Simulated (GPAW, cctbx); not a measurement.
# Bonding in (AlP)1(ZnS)1 as X-rays see it

Question: by how much does bonding change the X-ray structure factors of (AlP)1(ZnS)1, how firmly does DFT give the change, and what does a routine refinement make of it?

The cell is a (AlP)1(ZnS)1 superlattice along [001] of the zinc-blende type, started at the mean lattice constant and relaxed freely, with no substrate. All numbers below are calculated.

## 1. Find the equilibrium geometry

The density hangs on the geometry, so cell and atoms are relaxed first, with the symmetry held. The cutoff is set higher than for the density because stress converges slowly with plane waves.

Settings: GPAW 26.7.0, PBE, 570 eV, 6×6×4 k-points (along the axes of the calculation cell), Fermi–Dirac width 0.1 eV, BFGS to 0.03 eV/Å.

```text
cell
1.0
     3.874945161    0.000000000    0.000000000
     0.000000000    3.874945161    0.000000000
     0.000000000    0.000000000    5.480000000
Al P Zn S
1 1 1 1
Direct
0.000000000 0.000000000 0.000000000
0.500000000 0.000000000 0.250000000
0.500000000 0.500000000 0.500000000
0.000000000 0.500000000 0.750000000
```

```console
$ OMP_NUM_THREADS=1 mpirun -n 4 gpaw python run.py > gpaw.log
```

```text
BFGS:    0      -17.077126        0.876116
BFGS:    1      -17.097377        0.750091
BFGS:    2      -17.142567        0.164720
BFGS:    3      -17.143780        0.140892
...
BFGS:    6      -17.146868        0.033259
BFGS:    7      -17.146943        0.033018
BFGS:    8      -17.147002        0.029781
cell  3.8788 3.8939 5.4481  90.00 90.00 90.00
volume 82.285 A^3, largest force 0.025 eV/A, largest stress 0.23 GPa
```

After 8 steps the volume has changed by 0.0 % and the energy by -0.070 eV; the largest stress left is 0.23 GPa. It took 90 s on 4 cores of Arm Neoverse V1 (shared host), peak memory 0.97 GiB.

Relaxed structure: Pmm2 (no. 25), a = 3.8788 Å, b = 3.8939 Å, c = 5.4481 Å, α = 90.00°, β = 90.00°, γ = 90.00°.

| atom | mult. | x | y | z |
| --- | --- | --- | --- | --- |
| Zn1 | 1 | 1/2 | 1/2 | 0.4830 |
| S1 | 1 | 0 | 1/2 | 0.7586 |
| P1 | 1 | 1/2 | 0 | 0.2487 |
| Al1 | 1 | 0 | 0 | 0.0096 |

## 2. Density and charge transfer

X-rays see the whole electron density, so the PAW density is rebuilt with its core regions. Subtracting spherical free atoms from the same code cancels the cores and leaves the deformation density Δρ, the part due to bonding.

Settings: PBE, 450 eV, 7×7×5 k-points (along the axes of the calculation cell), Fermi–Dirac width 0.1 eV; primitive cell of 4 atoms.

```console
$ OMP_NUM_THREADS=1 mpirun -n 4 gpaw python run.py > gpaw.log
```

```text
|iter:   1|       0s |  -17.910966 | +0.31 |       |
|iter:   2|       0s |  -17.742288 | -1.34 | -1.00 |
|iter:   3|       1s |  -17.136486 | -1.14 | -1.05 |
...
|iter:   8|       4s |  -17.130614c| -5.65 | -3.51 |
|iter:   9|       5s |  -17.130615c| -6.92 | -4.20c|
|iter:  10|       5s |  -17.130615c| -7.86c| -4.86c|
```

```text
grid (40, 40, 54)  electrons 74.000  moved by bonding 0.990 e
deformation density beyond 0.5 A of the nuclei: max 0.187, min -0.094 e/A^3
atom        x       y       z   Voronoi charge  moment
Zn1    0.5000  0.5000  0.4830      0.270       0.00
S 2    0.0000  0.5000  0.7586     -0.206       0.00
P 3    0.5000  0.0000  0.2487     -0.320       0.00
Al4    0.0000  0.0000  0.0096      0.257       0.00
mean inner potential of superposed free atoms 13.018 V
total magnetic moment 0.000 muB
```

Deformation density in a plane through the shortest contact of the Zn atom at the origin, in 0.01 e/Å³ (clipped at ±99); x from -1.6 to 3.9 Å, y from 2.4 down to -2.4 Å:

```text
  6   .   .  -6  -3  -1  -1  -1  -1  -1  -1  -1  -1  -1  -1  -1
  9   .   .  -5  -3  -1  -1  -1  -1  -1  -1  -1  -1  -1  -1  -1
  5  -1   3   7   5   2   0  -1  -1  -1  -1   0   0   0  -1  -1
  3   5  11  14   9   2   0   0   0  -1  -1   1   2   2   0  -1
  1   4   7   4  -2  -4  -2   1   3  -1  -4  -1   3   3   1  -1
  0   0  -2  -7   .  -5  -5   5   9   2  -6   .  -3  -1   0  -1
 -1  -2  -5  -5   .   .  -9   6  14   7   .   .  -7  -4  -1  -1
 -2  -3  -6  -6   .  -6  -5   5  10   4  -3   .   2   2   1  -1
 -1  -2  -3  -6  -7  -5  -3   2   4   3   4  11  13   8   2   0
 -1  -1  -1  -2  -3  -3  -2   0   1   2   5  10   8   2  -1  -1
 -1  -1  -1  -1  -1  -2  -1  -1   0   0   1   0  -6  -8  -6  -3
 -1  -1  -1  -1  -1  -1  -1  -1  -1  -1  -2  -5  -6   .   .  -7
 -1  -1  -1  -1  -1  -1  -1  -1  -1  -2  -3  -6  -4   .   .  -5
```

Atoms in or within 0.15 Å of the plane: Zn (3.3, -2.1), Zn (0.0, 0.0), P (2.3, 0.0), P (-0.9, 2.1) Å. Dots mark points within about 0.45 Å of a nucleus; large values next to them are atomic features.

P gains most (-0.32 e) and Zn loses most (+0.27 e), which isn't the order of electronegativity: valence and coordination count too, and Voronoi cells cut space at the midplane whatever the atoms' sizes. Such charges fall far short of formal ones, since overlapping free atoms already put density on their neighbours. Along the shortest contact from the Zn atom at the map's origin, Zn–P at 2.33 Å, Δρ is +0.12 e/Å³ at the midpoint and highest, +0.14, 1.33 Å from Zn (points within 0.5 Å of a nucleus left out): a bond charge, the mark of covalency, pulled towards P. At the midpoints of other shortest contacts it is +0.18 (P–Al, 2.34 Å), +0.12 (S–Al, 2.38 Å) and +0.07 (Zn–S, 2.45 Å) e/Å³. Point values carry grid noise of about 0.01 e/Å³. The run needed 10 iterations, 11 s.

## 3. Structure factors

The Fourier components of Δρ, added to those of the free atoms, give the static X-ray structure factors; the Mott–Bethe relation turns them into the Fourier components V of the potential that fast electrons feel.

```text
static structure factors of the conventional cell: F in electrons, V (Mott-Bethe) in volts
   h  k  l      d  |F| table  |F| free   |F| DFT   change   |V| free  |V| DFT  change %
   0  0  1  5.4481    15.968    15.972    15.892   -0.080     0.564    0.464    -17.6
   0  1  0  3.8939    17.386    17.361    17.216   -0.146     0.539    0.662     22.8
   1  0  0  3.8788    15.371    15.363    15.437    0.073     0.534    0.472    -11.5
   0  1  1  3.1679    41.105    41.130    41.337    0.207     5.545    5.386     -2.9
   1  0  1  3.1598    44.408    44.432    44.638    0.207     5.873    5.729     -2.4
   1  1  0  2.7480    12.019    11.943    11.604   -0.339     0.024    0.167    595.9
   0  0  2  2.7240    12.580    12.505    12.233   -0.272     0.444    0.460      3.8
   1  1  1  2.4536    16.074    15.990    15.990   -0.000     0.862    0.858     -0.5
   0  1  2  2.2321    15.365    15.264    15.246   -0.017     0.927    0.912     -1.7
   1  0  2  2.2292    15.497    15.393    15.392   -0.001     0.814    0.815      0.1
   0  2  0  1.9470    49.637    49.525    49.353   -0.172     5.168    5.204      0.7
   2  0  0  1.9394    49.553    49.440    49.229   -0.211     5.146    5.190      0.9
   1  1  2  1.9346    48.958    48.845    48.679   -0.166     5.080    5.115      0.7
   0  2  1  1.8334    13.005    12.876    12.809   -0.067     0.612    0.625      2.0
```

The largest X-ray change is -0.34 e on 110, 2.8 % of |F|. For electrons V goes as (Z − F)/g², so a change of F counts against Z − F, which is small at low angle and wherever the atoms' terms cancel: |V| of 010 moves by +22.8 % (0.54 to 0.66 V) against -0.8 % in |F|. The last three rows still change by up to 0.21 e; the table stops while the angles are still low. The tabulated Hartree–Fock atoms differ from the free DFT atoms by up to 0.13 e, so the choice of reference atom matters too.

## 4. How cheap can the run be?

Cheaper settings are set against the first, tightest run to find what the result needs. Some rows differ from it in more than one setting, so each label gives them all, and single effects show between rows that share the rest.

| run | ΔF 110 (e) | ΔF 002 (e) | ΔF 200 (e) | q(P) (e) | moved (e) | time |
| --- | --- | --- | --- | --- | --- | --- |
| 450 eV 7×7×5 | -0.339 | -0.272 | -0.211 | -0.320 | 0.990 | 11 s |
| 250 eV 6×6×4 | -0.343 | -0.276 | -0.218 | -0.316 | 1.001 | 7 s |
| 350 eV 6×6×4 | -0.340 | -0.273 | -0.214 | -0.320 | 0.993 | 10 s |

Within 0.01 e of the base on all three: 250 eV 6×6×4 and 350 eV 6×6×4. The largest error, 0.007 e, comes with 250 eV 6×6×4. Times are from shared hosts.

## 5. What a spherical-atom refinement makes of it

Routine crystallography fits spherical atoms. To see the bias, intensities are simulated from tabulated atoms plus the DFT change ΔF, so that bonding alone can misfit (5430 reflections of the full sphere, merged to the counts below, to 0.4 Å, 0.5 % proportional noise plus counting noise, assumed isotropic U as listed, Δρ smeared by the mean U) and refined with cctbx over different ranges.

```csv
range,data,R1,GooF,U Zn1 (true 0.0064),U S1 (true 0.0079),U P1 (true 0.0081),U Al1 (true 0.0084),largest shift (Å),"Δρ max, min (e/Å³)"
all data,1570,0.0072,1.01,0.0064,0.0079,0.0081,0.0084,0.0002,"0.18, -0.20"
"low resolution, d > 0.84",195,0.0045,1.42,0.0062,0.0078,0.0080,0.0081,0.0001,"0.11, -0.09"
"high order, d < 0.75",1305,0.0088,0.94,0.0064,0.0079,0.0081,0.0085,0.0003,"0.18, -0.16"
"occupancies free, d > 0.7",327,0.0045,1.23,0.0063,0.0079,0.0082,0.0083,0.0003,"0.13, -0.10"
```

With all data GooF is 1.01, diluted by the many high-angle data; the misfit shows at low resolution; the top residual peak, near noise level, lies 1.52 Å from P and 1.95 Å from Al. No U is off by more than 3 s.u. at low resolution. With Zn1 held at 1 and the scale free, the other occupancies refine to S1 1.001(0.002), P1 1.005(0.002) and Al1 1.001(0.002), within three s.u. of full.

## 6. Answer

Bonding moves 0.99 e in the primitive cell of (AlP)1(ZnS)1 and changes the structure factors of the conventional cell in the table above by at most 0.34 e (110, 2.8 %). The shortest bond, Zn–P, has Δρ = +0.12 e/Å³ at its midpoint, a covalent bond charge. Within 0.01 e of the base on all three: 250 eV 6×6×4 and 350 eV 6×6×4. The largest error, 0.007 e, comes with 250 eV 6×6×4. With all data GooF is 1.01, diluted by the many high-angle data. Limits: static density, frozen cores, no spin–orbit coupling.

[Outputs are excerpts: Python notices, other lines and further rows are left out; steps that failed or that the build refused (PBEsol, TPSS) are not shown.]

[Logs are printed without paths, hosts, clocks, repeated set-up lines and the standing remarks that a program may print on its own settings, such as how far it seeks lower states.]
